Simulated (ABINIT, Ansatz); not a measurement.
# SiGe3 (Pm-3m): phonons by linear response, part 5 of 6

Aim: the phonon dispersion of SiGe3 (Pm-3m), checked by a second program.

ABINIT 10.8.3; DFT LDA, scalar-relativistic, plane waves, HGH norm-conserving pseudopotentials.

So far. Step 4 (Zone-centre response): The acoustic modes at Γ come out as far as 1.2 cm⁻¹ from zero, where they should vanish, a small numerical error. The lowest optical mode is imaginary, 111i cm⁻¹, an instability at this level and on this k mesh. Step 5 (Modes with the sum rule): The rule moves no optical mode by more than 0.1 cm⁻¹. The relaxed cell has a = 4.094 Å (conventional setting).

The structure was built from a prototype and need not be the compound's stable phase.

## 8. Dispersion

anaddb transforms the dynamical matrices to force constants and back along the path; points of the mesh come back as solved, but for the sum rule and, in polar crystals, the LO-TO term at Γ; the rest is interpolation.

anaddb.abi

```
ddb_filepath "all_DDB"
output_file "anaddb.abo"
outdata_prefix "anaddb"
ifcflag 1
ngqpt 2 2 2
nqshft 1
q1shft 0.0 0.0 0.0
asr 1
chneut 0
dipdip 0
dipquad 0
quadquad 0
enunit 0
eivec 0
nph1l 62
qph1l 
    0.0 0.0 0.0 1.0
    0.0 0.05 0.0 1.0
    0.0 0.1 0.0 1.0
    0.0 0.15 0.0 1.0
    0.0 0.2 0.0 1.0
    0.0 0.25 0.0 1.0
    0.0 0.3 0.0 1.0
    0.0 0.35 0.0 1.0
    0.0 0.4 0.0 1.0
    0.0 0.45 0.0 1.0
    0.0 0.5 0.0 1.0
    0.05 0.5 0.0 1.0
    0.1 0.5 0.0 1.0
    0.15 0.5 0.0 1.0
    0.2 0.5 0.0 1.0
    0.25 0.5 0.0 1.0
    0.3 0.5 0.0 1.0
    0.35 0.5 0.0 1.0
    0.4 0.5 0.0 1.0
    0.45 0.5 0.0 1.0
    0.5 0.5 0.0 1.0
    0.45 0.45 0.0 1.0
    0.4 0.4 0.0 1.0
    0.35 0.35 0.0 1.0
    0.3 0.3 0.0 1.0
    0.25 0.25 0.0 1.0
    0.2 0.2 0.0 1.0
    0.15 0.15 0.0 1.0
    0.1 0.1 0.0 1.0
    0.05 0.05 0.0 1.0
    0.0 0.0 0.0 1.0
    0.05 0.05 0.05 1.0
    0.1 0.1 0.1 1.0
    0.15 0.15 0.15 1.0
    0.2 0.2 0.2 1.0
    0.25 0.25 0.25 1.0
    0.3 0.3 0.3 1.0
    0.35 0.35 0.35 1.0
    0.4 0.4 0.4 1.0
    0.45 0.45 0.45 1.0
    0.5 0.5 0.5 1.0
    0.45 0.5 0.45 1.0
    0.4 0.5 0.4 1.0
    0.35 0.5 0.35 1.0
    0.3 0.5 0.3 1.0
    0.25 0.5 0.25 1.0
    0.2 0.5 0.2 1.0
    0.15 0.5 0.15 1.0
    0.1 0.5 0.1 1.0
    0.05 0.5 0.05 1.0
    0.0 0.5 0.0 1.0
    0.5 0.5 0.5 1.0
    0.5 0.5 0.45 1.0
    0.5 0.5 0.4 1.0
    0.5 0.5 0.35 1.0
    0.5 0.5 0.3 1.0
    0.5 0.5 0.25 1.0
    0.5 0.5 0.2 1.0
    0.5 0.5 0.15 1.0
    0.5 0.5 0.1 1.0
    0.5 0.5 0.05 1.0
    0.5 0.5 0.0 1.0
```

mrgddb.in

```
all_DDB
merged
4
dfpt_gammao_DDB
dfpt_qo_DS1_DDB
dfpt_qo_DS2_DDB
dfpt_qo_DS3_DDB
```

Launch:

```sh
$ mrgddb < mrgddb.in > mrgddb.log
$ OMP_NUM_THREADS=1 anaddb anaddb.abi > anaddb.log
```

anaddb.abo, the main output file:

```text
[banners, grids, parts of the stress and lines that vanish by symmetry left out]
-outvars_anaddb: echo values of input variables ----------------------

 Flags :
[...]
Phonon wavevector (reduced coordinates) :  0.00000  0.00000  0.00000
 Phonon energies in Hartree :
[...]
Phonon frequencies in cm-1    :
- -1.114474E+02 -1.114474E+02 -1.114474E+02 -8.730018E+01 -8.730018E+01
- -8.730018E+01  0.000000E+00  0.000000E+00  0.000000E+00  1.332438E+02
-  1.332438E+02  1.332438E+02
[...]
Phonon wavevector (reduced coordinates) :  0.00000  0.05000  0.00000
 Phonon energies in Hartree :
[...]
Phonon frequencies in cm-1    :
- -1.098960E+02 -1.098960E+02 -1.088501E+02 -8.613515E+01 -8.613515E+01
- -8.552845E+01  8.926331E+00  8.926331E+00  1.217897E+01  1.330313E+02
-  1.331556E+02  1.331556E+02
[...]
Phonon wavevector (reduced coordinates) :  0.00000  0.10000  0.00000
 Phonon energies in Hartree :
[...]
Phonon frequencies in cm-1    :
- -1.052579E+02 -1.052579E+02 -1.009448E+02 -8.258373E+01 -8.258373E+01
- -8.016526E+01  1.754062E+01  1.754062E+01  2.422545E+01  1.323896E+02
-  1.328583E+02  1.328583E+02
[...]
Phonon wavevector (reduced coordinates) :  0.00000  0.15000  0.00000
 Phonon energies in Hartree :
[...]
Phonon frequencies in cm-1    :
- -9.760564E+01 -9.760564E+01 -8.726143E+01 -7.640569E+01 -7.640569E+01
- -7.100964E+01  2.553367E+01  2.553367E+01  3.601917E+01  1.313093E+02
-  1.322567E+02  1.322567E+02
[...]
Phonon wavevector (reduced coordinates) :  0.00000  0.20000  0.00000
 Phonon energies in Hartree :
[...]
Phonon frequencies in cm-1    :
- -8.718659E+01 -8.718659E+01 -6.685516E+01 -6.685516E+01 -6.626670E+01
- -5.743085E+01  3.260296E+01  3.260296E+01  4.747493E+01  1.297835E+02
-  1.312020E+02  1.312020E+02
[...]
Phonon wavevector (reduced coordinates) :  0.00000  0.25000  0.00000
 Phonon energies in Hartree :
[...]
Phonon frequencies in cm-1    :
- -7.469761E+01 -7.469761E+01 -5.164075E+01 -5.164075E+01 -3.694576E+01
- -2.961186E+01  3.846356E+01  3.846356E+01  5.861291E+01  1.278258E+02
-  1.295042E+02  1.295042E+02
  Phonon wavevector (reduced coordinates) :  0.00000  0.30000  0.00000
 Phonon energies in Hartree :
[...]
Phonon frequencies in cm-1    :
- -6.110331E+01 -6.110331E+01 -2.056550E+01 -2.056550E+01  2.383954E+01
-  4.292818E+01  4.292818E+01  4.958093E+01  6.984592E+01  1.255111E+02
-  1.269509E+02  1.269509E+02
  Phonon wavevector (reduced coordinates) :  0.00000  0.35000  0.00000
 Phonon energies in Hartree :
[...]
Phonon frequencies in cm-1    :
[...]
-  1.233360E+02  1.233360E+02
  Phonon wavevector (reduced coordinates) :  0.00000  0.40000  0.00000
 Phonon energies in Hartree :
[...]
Phonon frequencies in cm-1    :
[...]
-  1.185418E+02  1.210803E+02
  Phonon wavevector (reduced coordinates) :  0.00000  0.45000  0.00000
 Phonon energies in Hartree :
[...]
Phonon frequencies in cm-1    :
[...]
-  1.129144E+02  1.203140E+02
  Phonon wavevector (reduced coordinates) :  0.00000  0.50000  0.00000
 Phonon energies in Hartree :
[...]
Phonon frequencies in cm-1    :
[...]
-  1.094115E+02  1.203521E+02
  Phonon wavevector (reduced coordinates) :  0.05000  0.50000  0.00000
 Phonon energies in Hartree :
[...]
Phonon frequencies in cm-1    :
[...]
-  1.108305E+02  1.199202E+02
  Phonon wavevector (reduced coordinates) :  0.10000  0.50000  0.00000
 Phonon energies in Hartree :
[...]
Phonon frequencies in cm-1    :
[...]
-  1.135306E+02  1.187322E+02
  Phonon wavevector (reduced coordinates) :  0.15000  0.50000  0.00000
 Phonon energies in Hartree :
[...]
Phonon frequencies in cm-1    :
[...]
-  1.154124E+02  1.177317E+02
[...]
-  1.213802E+02  1.321055E+02
  Phonon wavevector (reduced coordinates) :  0.25000  0.25000  0.25000
 Phonon energies in Hartree :
[...]
Phonon frequencies in cm-1    :
[...]
-  6.002916E+01  6.570507E+01  6.570507E+01  9.885588E+01  1.174106E+02
-  1.174106E+02  1.333049E+02
  Phonon wavevector (reduced coordinates) :  0.30000  0.30000  0.30000
 Phonon energies in Hartree :
[...]
Phonon frequencies in cm-1    :
- -4.108479E+01 -2.916765E+01 -2.916765E+01  3.619917E+01  3.619917E+01
-  6.056635E+01  6.613290E+01  6.613290E+01  1.099117E+02  1.182973E+02
-  1.182973E+02  1.376985E+02
  Phonon wavevector (reduced coordinates) :  0.35000  0.35000  0.35000
 Phonon energies in Hartree :
[...]
Phonon frequencies in cm-1    :
- -4.638229E+01 -4.108152E+01 -4.108152E+01  2.967513E+01  2.967513E+01
-  4.819999E+01  5.663638E+01  5.663638E+01  1.181713E+02  1.221184E+02
-  1.221184E+02  1.434471E+02
  Phonon wavevector (reduced coordinates) :  0.40000  0.40000  0.40000
 Phonon energies in Hartree :
[...]
Phonon frequencies in cm-1    :
- -5.320083E+01 -5.103893E+01 -5.103893E+01  6.952578E+00  6.952578E+00
[...]
-  1.255794E+02  1.484885E+02
  Phonon wavevector (reduced coordinates) :  0.45000  0.45000  0.45000
 Phonon energies in Hartree :
[...]
Phonon frequencies in cm-1    :
[...]
-  1.277314E+02  1.518483E+02
  Phonon wavevector (reduced coordinates) :  0.50000  0.50000  0.50000
 Phonon energies in Hartree :
[...]
Phonon frequencies in cm-1    :
[...]
Phonon wavevector (reduced coordinates) :  0.50000  0.50000  0.05000
 Phonon energies in Hartree :
[...]
Phonon frequencies in cm-1    :
[...]
-  1.111350E+02  1.274267E+02
  Phonon wavevector (reduced coordinates) :  0.50000  0.50000  0.00000
 Phonon energies in Hartree :
[...]
Phonon frequencies in cm-1    :
- -4.789531E+01  2.743806E+01  2.743806E+01  4.618692E+01  7.001355E+01
-  7.001355E+01  8.844975E+01  9.402203E+01  1.046113E+02  1.046113E+02
-  1.097094E+02  1.259784E+02
-
```

Wall time 0.83 s (1 thread of Intel Xeon at 2.70GHz, shared host).

Read from the output:

* lowest frequency on the path: -111.4 cm⁻¹

Anaddb. Phonon branches along the path, in cm⁻¹:

```csv
point,branch 1,branch 2,branch 3,branch 4,branch 9,branch 10,branch 11,branch 12
Γ,-111,-111,-111,-87,0,133,133,133
halfway,-75,-75,-52,-52,59,128,130,130
X,28,28,39,39,98,109,109,120
halfway,-21,30,46,49,104,104,111,122
M,-48,27,27,46,105,105,110,126
halfway,-41,-20,-17,-16,82,119,124,128
Γ,-111,-111,-111,-87,0,133,133,133
halfway,-42,-22,-22,32,99,117,117,133
R,-60,-60,-60,-30,128,128,128,153
halfway,-30,-22,-22,43,112,116,118,136
X,28,28,39,39,98,109,109,120
jump to R,-60,-60,-60,-30,128,128,128,153
halfway,-54,-36,-36,33,120,120,123,143
M,-48,27,27,46,105,105,110,126
```

The path dips to 111i cm⁻¹.

## 9. Sums over the zone

Sums over the zone need many more wavevectors than were solved, so the interpolation is sampled on a dense mesh.

anaddb.abi

```
ddb_filepath "all_DDB"
output_file "anaddb.abo"
outdata_prefix "anaddb"
ifcflag 1
ngqpt 2 2 2
nqshft 1
q1shft 0.0 0.0 0.0
asr 1
chneut 0
dipdip 0
dipquad 0
quadquad 0
prtdos 2
ng2qpt 11 11 11
dosdeltae 4.5563e-06
ntemper 11
temperinc 100.0
tempermin 0.0
```

Launch:

```sh
$ OMP_NUM_THREADS=1 anaddb anaddb.abi > anaddb.log
```

anaddb.abo, the main output file:

```text
-outvars_anaddb: echo values of input variables ----------------------

 Flags :
     ifcflag         1
 Miscellaneous information :
         asr         1
      chneut         0
 Interatomic Force Constants Inputs :
      dipdip         0
     dipquad         0
    quadquad         0
      ifcana         0
      ifcout         0
 Description of grid 1 :
        brav         1
       ngqpt         2         2         2
      nqshft         1
      q1shft
                     0.00000000E+00  0.00000000E+00  0.00000000E+00
 Phonon DOS information :
   dosdeltae  4.55630000E-06
    dossmear  4.55633525E-06
 Description of grid 2 (Fourier interp. or BZ sampling):
      ng2qpt        11        11        11
      ngrids         4
      q2shft         0.00000000E+00  0.00000000E+00  0.00000000E+00

================================================================================

 read the DDB information and perform some checks

  ==== Info on the Cryst% object ====
 Real(R)+Recip(G) space primitive vectors, cartesian coordinates (Bohr,Bohr^-1):
 R(1)=  7.7370650  0.0000000  0.0000000  G(1)=  0.1292480  0.0000000  0.0000000
 R(2)=  0.0000000  7.7370650  0.0000000  G(2)=  0.0000000  0.1292480  0.0000000
 R(3)=  0.0000000  0.0000000  7.7370650  G(3)=  0.0000000  0.0000000  0.1292480
 Unit cell volume ucvol=  4.6315754E+02 bohr^3
 Angles (23,13,12)=  9.00000000E+01  9.00000000E+01  9.00000000E+01 degrees
 Time-reversal symmetry is present
 Reduced atomic positions [iatom, xred, symbol]:
    1)    0.0000000  0.0000000  0.0000000  Si
    2)    0.0000000  0.5000000  0.5000000  Ge
    3)    0.5000000  0.0000000  0.5000000  Ge
    4)    0.5000000  0.5000000  0.0000000  Ge

 DDB file with 4 blocks has been read.

================================================================================

 Calculation of the interatomic forces

       Homogeneous q point set in the B.Z.
 Grid q points  :        8
  1)   0.00000000E+00  0.00000000E+00  0.00000000E+00
  2)   5.00000000E-01  0.00000000E+00  0.00000000E+00
  3)   0.00000000E+00  5.00000000E-01  0.00000000E+00
  4)   5.00000000E-01  5.00000000E-01  0.00000000E+00
  5)   0.00000000E+00  0.00000000E+00  5.00000000E-01
  6)   5.00000000E-01  0.00000000E+00  5.00000000E-01
  7)   0.00000000E+00  5.00000000E-01  5.00000000E-01
  8)   5.00000000E-01  5.00000000E-01  5.00000000E-01

 The interatomic forces have been obtained

================================================================================

 Calculation of phonon density of states

 Average speed of sound partial sums:     0.1022158444E-02 (at units)
-                                   =           2.2362 [km/s]

 Debye frequency from partial sums:     0.5149427682E-03 (Ha)
-                                 =     0.3388160652E+01 (THz)
-Debye temperature from partial sums:     0.1626060654E+03 (K)

 Average speed of sound:     0.3813896594E-04 (at units)
-                      =           0.0834 [km/s]

 Debye frequency from DOS:     0.1921364032E-04 (Ha)
-                        =     0.1264196803E+00 (THz)
-Debye temperature from DOS:     0.6067187749E+01 (K)

-
```

It took 0.94 s on 1 thread.

Read from the output:

```
share of modes beyond 3i cm⁻¹ on the dense interpolated mesh : 0.1923
```

Tetrahedra. Phonon density of states against wavenumber; read off at these points:

```csv
wavenumber (cm⁻¹),phonon density of states (1/cm⁻¹/cell)
-120.0,0
-110.0,8.0e-5
-100.0,0.00286
-90.0,0.00425
-80.0,0.00899
-70.0,0.0129
-60.0,0.0147
-50.0,0.0344
-40.0,0.0536
-30.0,0.0403
-20.0,0.0298
-10.0,0.0236
0.0,0.0242
10.0,0.0262
20.0,0.0374
28.6,0.0683
30.0,0.0579
40.0,0.0972
50.0,0.113
60.0,0.0795
70.0,0.0557
80.0,0.0533
90.0,0.0436
96.6,0.0622
100.0,0.0337
110.0,0.0858
116.6,0.175
120.0,0.129
126.6,0.123
130.0,0.102
140.0,0.0161
150.0,0.00591
160.0,0
```

[end of part 5 of 6]

[Host names and launcher messages were left out of these logs when they were recorded.]

[Logs are printed without paths, hosts, clocks, repeated set-up lines and the standing remarks that a program may print on its own settings, such as how far it seeks lower states.]

[Hosts, paths, dates, database ids (printed as entryN), source tags and the programs' standing remarks are cut or masked in the printed files.]
